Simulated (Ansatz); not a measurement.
## A hypothetical structure for ZnCr2As2

This structure for ZnCr2As2 is made up. Its elements were placed in a known structure type with a cell scaled to their sizes. What cell does the guess relax to, and how far off was it?

Program: Ansatz 0.2.0. Level of theory: DFT, PBE, plane-wave PAW, default files, scalar-relativistic, ferromagnetic start, cell and ions relaxed at zero pressure. Results are calculated unless marked as measured.

### Step 1. Starting point

Symmetry: P-3m1, No. 164, trigonal system. Conventional cell: a = 4.113 Å, b = 4.113 Å, c = 6.548 Å, α = 90.00°, β = 90.00°, γ = 120.00°. Nearest to As lie 4 Cr at 2.51 to 2.56 Å and 3 Zn at 2.86 Å. Nearest to Zn lie 6 As at 2.86 Å. Cr has 4 As at 2.51 to 2.56 Å nearest. Farther neighbours are not listed.

Coordinates:

```cif
data_structure
_symmetry_space_group_name_H-M 'P 1'
_symmetry_Int_Tables_number 1
_cell_length_a 4.1130
_cell_length_b 4.1130
_cell_length_c 6.5480
_cell_angle_alpha 90.000
_cell_angle_beta 90.000
_cell_angle_gamma 120.000
_cell_volume 95.93
loop_
_atom_site_label
_atom_site_type_symbol
_atom_site_fract_x
_atom_site_fract_y
_atom_site_fract_z
_atom_site_occupancy
As1 As 0.66667 0.33333 0.24240 1
As2 As 0.33333 0.66667 0.75760 1
Zn3 Zn 0.00000 0.00000 0.00000 1
Cr4 Cr 0.66667 0.33333 0.63260 1
Cr5 Cr 0.33333 0.66667 0.36740 1
```

### Step 2. Relaxing cell and atoms

The guess takes its coordinates from another compound and its volume from a rule, so the cell and any free coordinates are relaxed together.

File input.yaml:

```yaml
crystal:
  lattice:
    - [4.113, 0.0, 0.0]
    - [-2.0565, 3.561962486, 0.0]
    - [0.0, 0.0, 6.548]
  atoms:
    - { symbol: As, position: [0.666666667, 0.333333333, 0.2424] }
    - { symbol: As, position: [0.333333333, 0.666666667, 0.7576] }
    - { symbol: Zn, position: [0.0, 0.0, 0.0] }
    - { symbol: Cr, position: [0.666666667, 0.333333333, 0.6326], spin: 3.0 }
    - { symbol: Cr, position: [0.333333333, 0.666666667, 0.3674], spin: 3.0 }
magnetization:
  spin_polarized: true
kpoints:
  mp_grid: { grid: [8, 8, 4] }
scf:
  occupations: { method: fermi_dirac, width: 0.05 }
hamiltonian:
  xc: pbe
  pseudopotentials: { kind: paw }
relax:
  f_tol: 0.015
  max_steps: 70
  cell: {}
output:
  forces: true
  stress: true
```

Launch:

```sh
$ ansatz run input.yaml --threads 4 --pin off --max-ram 8192MiB --backend cpu --events-out ev --progress --plain --runs-dir out
```

Numbers of over 12 decimals in the logs are rounded to 6 here.

The log of the run:

```text
Engine: ansatz 0.2.0, aarch64-unknown-linux-gnu
Pseudopotentials: kind: paw
Pseudopotential: As, paw, valence charge 15, recommended cutoff 420 eV (normal), As.paw.azcp
Pseudopotential: Zn, paw, valence charge 12, recommended cutoff 420 eV (normal), Zn.paw.azcp
Pseudopotential: Cr, paw, valence charge 14, recommended cutoff 420 eV (normal), Cr.paw.azcp
Functional definition: PBE
  parameter kappa = 0.804
  parameter beta = 0.066725
  exchange = pbe_x(kappa = kappa, mu = beta*pi^2/3)
  correlation = pbe_c(beta = beta)
Crystal: 5 atoms, lattice volume = 95.931 Å³
Basis set: ecut = 420 eV, 1833 PW (Γ), exchange–correlation on 60×60×90 points (8 copies of the dense FFT grid, shifted against one another)
Bands: 46, of which v1, the nominal top of the filled ones, is band 35 counted from 1 (34 counted from 0)
Symmetry: 12 space group operations
Space group: P-3m1 (ITA 164), of the structure as read, at distance tolerance 4.6e-5 Å
Magnetic group: BNS 164.85 (UNI 1315), of the structure as read, at distance tolerance 4.6e-5 Å
k-points: 35 of 256
Non-local potential: As, projectors of the file, l = 0: 2, l = 1: 2, l = 2: 3, l = 3: 1
Non-local potential: Zn, projectors of the file, l = 0: 2, l = 1: 2, l = 2: 3, l = 3: 1
Non-local potential: Cr, projectors of the file, l = 0: 3, l = 1: 2, l = 2: 3, l = 3: 1
PAW form: soft (Blöchl's): semilocal exchange-correlation on the pseudo side does not see the compensation charge
PAW one-centre angular grid: As, 590 points (default); XC on 64 Gauss nodes
PAW one-centre angular grid: Zn, 590 points (default); XC on 64 Gauss nodes
PAW one-centre angular grid: Cr, 590 points (default); XC on 64 Gauss nodes
Initial density: superposition of atomic densities (chi_scale 0.1, normalization cell)
Starting moments: Σ|m| = 6 μB on 2 of 5 sites
Initial wavefunctions: pseudopotential atomic-orbital guess
Functional: x = pbe(κ = 0.804, μ = 0.219515), c = pbe(β = 0.066725)
SCF iter   1: F=—  HF=-19787.481117 eV  |F-HF|=—  |Δ(HF+E_count)|=         —  Δρ=4.63e-2 (↑4.63e-2 ↓3.99e-2)  dr2=8.78e0  dr2_m=5.82e-2  M=5.522 μB ∫|m|=5.835 μB  β_m=0.30  ethr=3.10e-3  ⟨swp⟩=6.0  Hψ=11114  notcnv=0
Mixer restart at iter 1: flushing history
preconditioner: auto → Kerker (q_TF=auto, 2.589 Å⁻¹)  [metal: Δε(μ)=0.010 eV  Ē_g=7.616 eV  σ=0.050 eV  W_gap=0.05  n_scr=22 (ndim 8)  ℏωp=22.1 eV  f_vac=0.000  D(μ)=6.61/eV (n_scr^D=72)]
spin=Collinear: Kerker preconditioning applied to the charge; magnetization (m = ρ↑ − ρ↓) channel mixes plain (no charge-response kernel on spin).
SCF iter   2: F=—  HF=-19786.250073 eV  |F-HF|=—  |Δ(HF+E_count)|=    1.23e0  Δρ=2.64e-2 (↑1.76e-2 ↓2.64e-2)  dr2=2.95e0  dr2_m=4.41e-2  M=5.631 μB ∫|m|=6.013 μB  β_m=0.42  ethr=3.10e-3  ⟨swp⟩=2.6  Hψ=6488  notcnv=0  defer=157
SCF iter   3: F=—  HF=-19785.643489 eV  |F-HF|=—  |Δ(HF+E_count)|=   6.07e-1  Δρ=1.32e-2 (↑1.25e-2 ↓1.32e-2)  dr2=7.77e-1  dr2_m=7.01e-2  M=5.759 μB ∫|m|=6.244 μB  β_m=0.71  ethr=3.10e-3  ⟨swp⟩=2.0  Hψ=4351  notcnv=0  defer=157
SCF iter   4: F=—  HF=-19785.580922 eV  |F-HF|=—  |Δ(HF+E_count)|=   6.26e-2  Δρ=9.29e-3 (↑9.29e-3 ↓7.18e-3)  dr2=9.80e-2  dr2_m=3.15e-2  M=6.061 μB ∫|m|=6.640 μB  β_m=0.65  ethr=1.11e-3  ⟨swp⟩=2.6  Hψ=5533  notcnv=0  defer=146
SCF iter   5: F=—  HF=-19785.684739 eV  |F-HF|=—  |Δ(HF+E_count)|=         —  Δρ=2.07e-2 (↑2.07e-2 ↓1.43e-2)  dr2=6.29e-2  dr2_m=2.64e-1  M=6.743 μB ∫|m|=7.366 μB  β_m=0.65  ethr=1.40e-4  ⟨swp⟩=2.0  Hψ=5446  notcnv=0  defer=155
Mixer restart at iter 5: flushing history
SCF iter   6: F=—  HF=-19785.633781 eV  |F-HF|=—  |Δ(HF+E_count)|=   5.10e-2  Δρ=6.25e-3 (↑4.30e-3 ↓6.25e-3)  dr2=9.35e-3  dr2_m=2.19e-2  M=6.740 μB ∫|m|=7.367 μB  β_m=0.74  ethr=8.98e-5  ⟨swp⟩=2.2  Hψ=6160  notcnv=0  defer=155
SCF iter   7: F=—  HF=-19785.644460 eV  |F-HF|=—  |Δ(HF+E_count)|=   1.07e-2  Δρ=5.46e-3 (↑5.46e-3 ↓2.87e-3)  dr2=1.38e-2  dr2_m=1.20e-2  M=6.849 μB ∫|m|=7.493 μB  β_m=0.65  ethr=1.34e-5  ⟨swp⟩=2.1  Hψ=6839  notcnv=0  defer=166
SCF iter   8: F=—  HF=-19785.635604 eV  |F-HF|=—  |Δ(HF+E_count)|=   8.86e-3  Δρ=7.59e-4 (↑4.24e-4 ↓7.59e-4)  dr2=1.78e-3  dr2_m=1.21e-4  M=6.839 μB ∫|m|=7.485 μB  β_m=0.67  ethr=1.34e-5  ⟨swp⟩=2.0  Hψ=6129  notcnv=0  defer=166
SCF iter   9: F=—  HF=-19785.635610 eV  |F-HF|=—  |Δ(HF+E_count)|=   5.88e-6  Δρ=4.97e-4 (↑4.97e-4 ↓2.44e-4)  dr2=8.95e-4  dr2_m=4.71e-5  M=6.846 μB ∫|m|=7.494 μB  β_m=0.73  ethr=2.54e-6  ⟨swp⟩=2.0  Hψ=4066  notcnv=0  defer=165
SCF iter  10: F=—  HF=-19785.635359 eV  |F-HF|=—  |Δ(HF+E_count)|=   2.51e-4  Δρ=4.37e-4 (↑4.37e-4 ↓1.13e-4)  dr2=2.14e-4  dr2_m=3.03e-5  M=6.860 μB ∫|m|=7.512 μB  β_m=0.87  ethr=1.28e-6  ⟨swp⟩=2.0  Hψ=4214  notcnv=0  defer=165
SCF iter  11: F=—  HF=-19785.635503 eV  |F-HF|=—  |Δ(HF+E_count)|=   1.43e-4  Δρ=1.92e-4 (↑1.92e-4 ↓4.60e-5)  dr2=4.65e-5  dr2_m=5.86e-6  M=6.856 μB ∫|m|=7.508 μB  β_m=0.93  ethr=3.05e-7  ⟨swp⟩=2.0  Hψ=3694  notcnv=0  defer=165
SCF iter  12: F=—  HF=-19785.635569 eV  |F-HF|=—  |Δ(HF+E_count)|=   6.65e-5  Δρ=1.89e-5 (↑1.89e-5 ↓1.73e-5)  dr2=1.75e-6  dr2_m=7.08e-9  M=6.854 μB ∫|m|=7.505 μB  β_m=0.76  ethr=6.64e-8  ⟨swp⟩=2.0  Hψ=5102  notcnv=0  defer=165
SCF iter  13: F=—  HF=-19785.635568 eV  |F-HF|=—  |Δ(HF+E_count)|=   1.23e-6  Δρ=6.88e-6 (↑6.38e-6 ↓6.88e-6)  dr2=2.60e-7  dr2_m=3.14e-9  M=6.854 μB ∫|m|=7.505 μB  β_m=0.88  ethr=2.50e-9  ⟨swp⟩=2.0  Hψ=5110  notcnv=0  defer=165
SCF iter  14: F=—  HF=-19785.635568 eV  |F-HF|=—  |Δ(HF+E_count)|=   5.59e-8  Δρ=5.18e-6 (↑5.18e-6 ↓3.24e-6)  dr2=1.02e-7  dr2_m=2.96e-9  M=6.854 μB ∫|m|=7.505 μB  β_m=0.94  ethr=3.72e-10  ⟨swp⟩=2.0  Hψ=3714  notcnv=0  defer=165
SCF iter  15: F=-19785.635568 eV  HF=-19785.635568 eV  |F-HF|=5.89e-10  |Δ(HF+E_count)|=   8.57e-9  Δρ=8.14e-7 (↑8.14e-7 ↓7.92e-7)  dr2=2.73e-9  dr2_m=1.03e-10  M=6.854 μB ∫|m|=7.505 μB  ethr=1.43e-10  ⟨swp⟩=3.0  Hψ=7926  notcnv=0
SCF 1 converged in 15 iterations: F = -19785.635568 eV  dr2 = 2.73e-9
  greatest PAW one-centre occupation: 1.000 electrons in one spin orbital (limit 2), on the Cr atom at site 4 (counted from 0), in its partial waves of l = 0
relax step   1: F+E_penalty+E_count = -19785.63556788 eV  Δ(F+E_penalty+E_count) = +0.000e0 eV  max|allowed force component| = 2.328e-1 eV/Å  Δτ_max = 0.0000 Å  P = -1.347 GPa  Ω = 95.931 Å³  (15 SCF iters, dr2 threshold 1.00e-7 eV, accepted)
Crystal: 5 atoms, lattice volume = 93.312 Å³
Basis set: ecut = 420 eV, 1785 PW (Γ), exchange–correlation on 60×60×90 points (8 copies of the dense FFT grid, shifted against one another)
Initial density: handed on by an earlier stage of this run
[...]
relax step   9: F+E_penalty+E_count = -19786.23839610 eV  Δ(F+E_penalty+E_count) = -2.449e-2 eV  max|allowed force component| = 1.793e-1 eV/Å  Δτ_max = 0.1923 Å  P = +1.385 GPa  Ω = 83.256 Å³  energy of the carried Pulay correction = +3.890e-3 eV  (11 SCF iters, dr2 threshold 5.00e-7 eV, accepted)
relax step  10: F+E_penalty+E_count = -19786.24196106 eV  Δ(F+E_penalty+E_count) = -3.565e-3 eV  max|allowed force component| = 1.544e-1 eV/Å  Δτ_max = 0.0948 Å  P = -0.028 GPa  Ω = 85.020 Å³  energy of the carried Pulay correction = +3.316e-3 eV  (13 SCF iters, dr2 threshold 5.00e-7 eV, accepted)
relax step  11: F+E_penalty+E_count = -19786.24550163 eV  Δ(F+E_penalty+E_count) = -3.541e-3 eV  max|allowed force component| = 3.131e-2 eV/Å  Δτ_max = 0.0245 Å  P = -0.138 GPa  Ω = 85.021 Å³  energy of the carried Pulay correction = +3.316e-3 eV  (8 SCF iters, dr2 threshold 5.00e-7 eV, accepted)
relax step  12: F+E_penalty+E_count = -19786.24740063 eV  Δ(F+E_penalty+E_count) = -1.899e-3 eV  max|allowed force component| = 3.809e-2 eV/Å  Δτ_max = 0.0396 Å  P = -0.005 GPa  Ω = 84.553 Å³  energy of the carried Pulay correction = +3.467e-3 eV  (9 SCF iters, dr2 threshold 2.44e-7 eV, accepted)
relax step  13: F+E_penalty+E_count = -19786.24756823 eV  Δ(F+E_penalty+E_count) = -1.676e-4 eV  max|allowed force component| = 2.487e-3 eV/Å  Δτ_max = 0.0040 Å  P = -0.003 GPa  Ω = 84.533 Å³  energy of the carried Pulay correction = +3.474e-3 eV  (7 SCF iters, dr2 threshold 9.07e-8 eV, accepted)
relax step  14: F+E_penalty+E_count = -19786.25058026 eV  Δ(F+E_penalty+E_count) = -3.012e-3 eV  max|allowed force component| = 2.937e-3 eV/Å  Δτ_max = 0.0000 Å  P = +0.139 GPa  Ω = 84.533 Å³  stress off target by 2.28e-1 GPa  SCF on the basis re-selected at this cell (its energy is not comparable with the rows above)  (13 SCF iters)
relax step  15: F+E_penalty+E_count = -19786.25074036 eV  Δ(F+E_penalty+E_count) = -1.601e-4 eV  max|allowed force component| = 4.710e-3 eV/Å  Δτ_max = 0.0066 Å  P = +0.051 GPa  Ω = 84.618 Å³  energy of the carried Pulay correction = -3.050e-5 eV  (8 SCF iters, dr2 threshold 1.30e-7 eV, accepted)
relax step  16: F+E_penalty+E_count = -19786.25072829 eV  Δ(F+E_penalty+E_count) = +1.207e-5 eV  max|allowed force component| = 3.920e-3 eV/Å  Δτ_max = 0.0054 Å  P = -0.029 GPa  Ω = 84.727 Å³  energy of the carried Pulay correction = -6.489e-5 eV  (9 SCF iters, dr2 threshold 2.37e-8 eV, accepted)
iter 1 solved again at ethr=9.71e-8 eV; its pass at ethr=3.10e-3 eV (dr2=6.80e-5 eV) is discarded
SCF iter   1: F=—  HF=-19786.250722 eV  |F-HF|=—  |Δ(HF+E_count)|=         —  Δρ=5.18e-5 (↑5.18e-5 ↓3.26e-5)  dr2=1.19e-7  dr2_m=1.53e-7  M=5.645 μB ∫|m|=6.450 μB  β_m=0.65  ethr=9.71e-8  ⟨swp⟩=3.5  Hψ=19670  notcnv=0
preconditioner: auto → Kerker (q_TF=auto, 2.152 Å⁻¹)  [metal: Δε(μ)=0.099 eV  Ē_g=8.278 eV  σ=0.050 eV  W_gap=0.46  n_scr=20 (ndim 8)  ℏωp=23.5 eV  f_vac=0.036  D(μ)=1.57/eV (n_scr^D=8)]
spin=Collinear: Kerker preconditioning applied to the charge; magnetization (m = ρ↑ − ρ↓) channel mixes plain (no charge-response kernel on spin).
SCF iter   2: F=—  HF=-19786.250776 eV  |F-HF|=—  |Δ(HF+E_count)|=   5.43e-5  Δρ=1.85e-5 (↑1.85e-5 ↓1.18e-5)  dr2=2.08e-8  dr2_m=1.88e-8  M=5.645 μB ∫|m|=6.450 μB  β_m=0.64  ethr=1.71e-10  ⟨swp⟩=2.1  Hψ=5542  notcnv=0
SCF iter   3: F=—  HF=-19786.250783 eV  |F-HF|=—  |Δ(HF+E_count)|=   7.27e-6  Δρ=1.93e-6 (↑1.93e-6 ↓1.80e-6)  dr2=4.62e-9  dr2_m=5.80e-11  M=5.645 μB ∫|m|=6.450 μB  β_m=0.50  ethr=2.98e-11  ⟨swp⟩=2.0  Hψ=4126  notcnv=0
SCF iter   4: F=—  HF=-19786.250783 eV  |F-HF|=—  |Δ(HF+E_count)|=   2.12e-8  Δρ=1.88e-7 (↑1.88e-7 ↓1.83e-7)  dr2=1.47e-10  dr2_m=2.31e-12  M=5.645 μB ∫|m|=6.450 μB  β_m=0.75  ethr=6.60e-12  ⟨swp⟩=2.0  Hψ=4120  notcnv=0
SCF iter   5: F=—  HF=-19786.250783 eV  |F-HF|=—  |Δ(HF+E_count)|=   3.70e-8  Δρ=9.92e-8 (↑9.18e-8 ↓9.92e-8)  dr2=3.18e-11  dr2_m=5.74e-13  M=5.645 μB ∫|m|=6.450 μB  β_m=0.88  ethr=1.00e-12  ⟨swp⟩=2.0  Hψ=5085  notcnv=0
SCF iter   6: F=—  HF=-19786.250783 eV  |F-HF|=—  |Δ(HF+E_count)|=  7.28e-11  Δρ=1.46e-7 (↑1.46e-7 ↓8.19e-8)  dr2=5.51e-11  dr2_m=9.12e-13  M=5.645 μB ∫|m|=6.450 μB  β_m=0.84  ethr=1.00e-12  ⟨swp⟩=1.4  Hψ=3284  notcnv=0
SCF iter   7: F=-19786.250783 eV  HF=-19786.250783 eV  |F-HF|=7.28e-12  |Δ(HF+E_count)|=  3.64e-12  Δρ=1.02e-7 (↑1.02e-7 ↓3.87e-8)  dr2=1.61e-11  dr2_m=9.55e-13  M=5.645 μB ∫|m|=6.450 μB  ethr=1.00e-12  ⟨swp⟩=2.7  Hψ=9480  notcnv=0
SCF 17 converged in 7 iterations: F = -19786.250783 eV  dr2 = 1.61e-11
relax step  17: F+E_penalty+E_count = -19786.25078316 eV  Δ(F+E_penalty+E_count) = -5.487e-5 eV  max|allowed force component| = 3.931e-3 eV/Å  Δτ_max = 0.0000 Å  P = -0.029 GPa  Ω = 84.727 Å³  stress off target by 4.14e-2 GPa  SCF on the basis re-selected at this cell (its energy is not comparable with the rows above)  (7 SCF iters)
basis re-selected at this cell: Δ(F+E_penalty+E_count) = -5.487e-5 eV, ΔP = +0.001 GPa vs the last step (what re-selecting the basis moved, of the pressure what is left beyond the Pulay correction that the steps carried, after the strain that the cell walked since its last selection, with what the two solves' SCF thresholds leave and, on support functions, any second-order correction that the steps lacked; it is no m [...]
SCF converged after 7 iterations
Magnetization: 5.6453 μB (37.8227 up, 32.1773 down)
Absolute magnetization: 6.4393 μB (∫|ρ↑−ρ↓|, with the PAW one-centre terms)
Spin contamination: 0.2452 ħ² per cell (⟨S²⟩ above its minimum at these occupations)
Per-site moments (μB) at R_I (Å): [(-0.125738, 1.021008), (-0.125738, 1.021008), (-0.00484851, 1.125379), (2.621424, 1.021008), (2.621424, 1.021008)]
Free energy (F): -19786.250783 eV
Harris-Foulkes:  -19786.250783 eV  (|F-HF|=7.28e-12)
Internal energy: -19786.236120 eV  (E = F + TS)
E sigma→0 (E₀):  -19786.243451 eV
Entropy (-TS):   -0.014663 eV (-2.933 meV/atom)
Fermi energy:    12.837929 eV
--- Per-component energies (eV) ---
  E_band       = -797.577745
  E_kinetic    = 1024.834896
  E_local      = -7971.489507  (includes V_loc(G=0)·N_el)
  E_nonlocal   = -562.197459
  E_hartree    = 3848.300441
  E_xc         = -573.964173
  E_vxc        = -565.375751  (∫ρ·V_xc dr)
  E_paw        = -7894.142967  (= ΣΔE_a)
  E_vpaw       = -419.951422  (= ΣTr[D̂ρ^β])
  E_aug_tail   = 0.000366  (compensation charges beyond the density's cutoff)
  E_ewald      = -7657.577717
  E_smearing   = -0.014663  (= −TS)
  E_closure    = -0.000000  (closes the sum)
  Σ components = -19786.250783   (vs F -19786.250783, Δ=0.00e0)
--- Forces (eV/Å), atoms counted from 1 ---
  atom   1  As     0.00000000     0.00000000     0.00045485
  atom   2  As     0.00000000     0.00000000    -0.00045485
  atom   3  Zn    -0.00000000    -0.00000000     0.00000000
  atom   4  Cr     0.00000000    -0.00000000     0.00393110
  atom   5  Cr     0.00000000     0.00000000    -0.00393110
  max |Σ_I F_I| component: 2.31e-18 eV/Å
--- Stress (GPa, compression-positive) ---
       -0.022145       0.000000      -0.000000
        0.000000      -0.022145       0.000000
       -0.000000       0.000000      -0.041358
  P = ⅓ Tr σ = -0.0285 GPa (-0.285 kbar)
--- Relaxed structure (15 steps of the walk, 15 accepted, 2 SCFs on fresh bases) ---
  F+E_penalty+E_count = -19786.25078316 eV   max|allowed force component| = 3.931e-3 eV/Å   (the final SCF, on the basis selected at the relaxed cell)
  cell:  # Å, volume = 84.7265 Å³
    - [4.426044, 0, -8.499591359478196e-17]
    - [-2.213022, 3.833067, 4.249795679739099e-17]
    - [-1.3531564361787114e-16, 0, 4.994101]
  atoms:
    - { symbol: As, position: [0.666667, 0.333333, 0.304284] }
    - { symbol: As, position: [0.333333, 0.666667, 0.695716] }
    - { symbol: Zn, position: [0, 0, -2.543272047858484e-18] }
    - { symbol: Cr, position: [0.666667, 0.333333, 0.808665] }
    - { symbol: Cr, position: [0.333333, 0.666667, 0.191335] }
```

Run time: 1.8 min. Hardware: 4 threads of Arm Neoverse V1, shared host; peak memory 0.64 GiB.

Step by step:

```csv
step,energy less that of the first step (eV),largest force component (eV/Å),pressure (GPa),volume (Å³)
1,0.0000,0.2328,-1.35,95.93
2,-0.0663,0.1815,-0.09,93.31
3,-0.1396,0.0632,0.31,92.52
4,-0.1541,0.0978,-0.49,93.13
5,-0.1830,0.5969,-0.39,91.95
6,-0.2909,0.3922,-1.67,92.01
7,-0.4560,0.4704,-1.70,89.91
8,-0.5783,0.1061,-1.67,87.90
9,-0.6028,0.1793,1.39,83.26
10,-0.6064,0.1544,-0.03,85.02
11,-0.6099,0.0313,-0.14,85.02
12,-0.6118,0.0381,0.00,84.55
13,-0.6120,0.0025,0.00,84.53
14*,-0.6150,0.0029,0.14,84.53
15,-0.6152,0.0047,0.05,84.62
16,-0.6152,0.0039,-0.03,84.73
17*,-0.6152,0.0039,-0.03,84.73
```

Relaxation steps marked * repeat the geometry before them on a plane-wave basis chosen anew for their cell, so energy and pressure can jump there.

The run keeps the 12 symmetry operations that it works with, so distortions that break them were not tested.

```csv
cell as run,before,after,change
a (Å),4.113,4.426,+7.6 %
b (Å),4.113,4.426,+7.6 %
c (Å),6.548,4.994,-23.7 %
volume (Å³/atom),19.19,16.95,-11.7 %
```

The atoms that moved most (Å, as changes of fractional coordinates times the final cell):

```csv
atom,dx,dy,dz,length
Cr4,0.000,0.000,0.879,0.879
Cr5,0.000,0.000,-0.879,0.879
As1,0.000,0.000,0.309,0.309
As2,0.000,0.000,-0.309,0.309
```

The relaxed structure:

```xyz
5
Lattice="4.4260 0.0000 0.0000 -2.2130 3.8331 0.0000 0.0000 0.0000 4.9941" Properties=species:S:1:pos:R:3 pbc="T T T"
As    2.2130    1.2777    1.5196
As    0.0000    2.5554    3.4745
Zn    0.0000    0.0000    0.0000
Cr    2.2130    1.2777    4.0386
Cr    0.0000    2.5554    0.9555
```

This step gave:

```yaml
free_energy: -19786.2508 eV
energy_at_zero_smearing: -19786.2435 eV
smearing_term_ts: 0.01466 eV
fermi_energy: 12.84 eV
magnetization: 5.645 μB
absolute_magnetization: 6.439 μB
site_moments: -0.1257, -0.1257, -0.004849, 2.621, 2.621 μB
electrons: 70
symmetry_operations: 12
pressure: -0.02855 GPa
```

Site moment by atom:

```csv
atom,site moment (μB)
As1,-0.13
As2,-0.13
Zn3,0.00
Cr4,2.62
Cr5,2.62
```

Shortest distances by pair of elements, guess and relaxed (not always the same contact):

```csv
pair,guess (Å),relaxed (Å)
As–Cr,2.512,2.475
Cr–Zn,3.380,2.728
As–Zn,2.856,2.973
Cr–Cr,2.942,3.191
As–As,3.964,3.217
```

The relaxation ends with a largest force component of 0.0039 eV/Å and a pressure of -0.03 GPa.

### Step 3. Results

```yaml
space_group_relaxed: P-3m1
conventional_cell: a = 4.426, b = 4.426, c = 4.994 Å; α = 90.0°, β = 90.0°, γ = 120.0°
volume_per_atom: 16.95 Å³ (guess 19.19)
total_moment: 5.65 μB in the cell of 5 atoms
```

In words: ZnCr2As2 relaxes to P-3m1 with a = 4.426, b = 4.426 and c = 4.994 Å. The guessed volume was 13 % too large. The space group P-3m1 was held in the relaxation, so the end point is a stationary structure within it and may be a saddle against distortions or other arrangements. The input starts from parallel moments, and no other start was typed. Mesh and cutoff weren't tested. A vector of the cell changed its length by 24 %, so the starting arrangement is largely lost and the mesh was laid for another shape. No dispersion term is used, so weakly bound directions may come out too long. Nothing here tests whether the compound is stable against decomposition.

[Logs are printed without paths, hosts, clocks, repeated set-up lines and the standing remarks that a program may print on its own settings, such as how far it seeks lower states.]

[Hosts, paths, dates, database ids (printed as entryN), source tags and the programs' standing remarks are cut or masked in the printed files.]
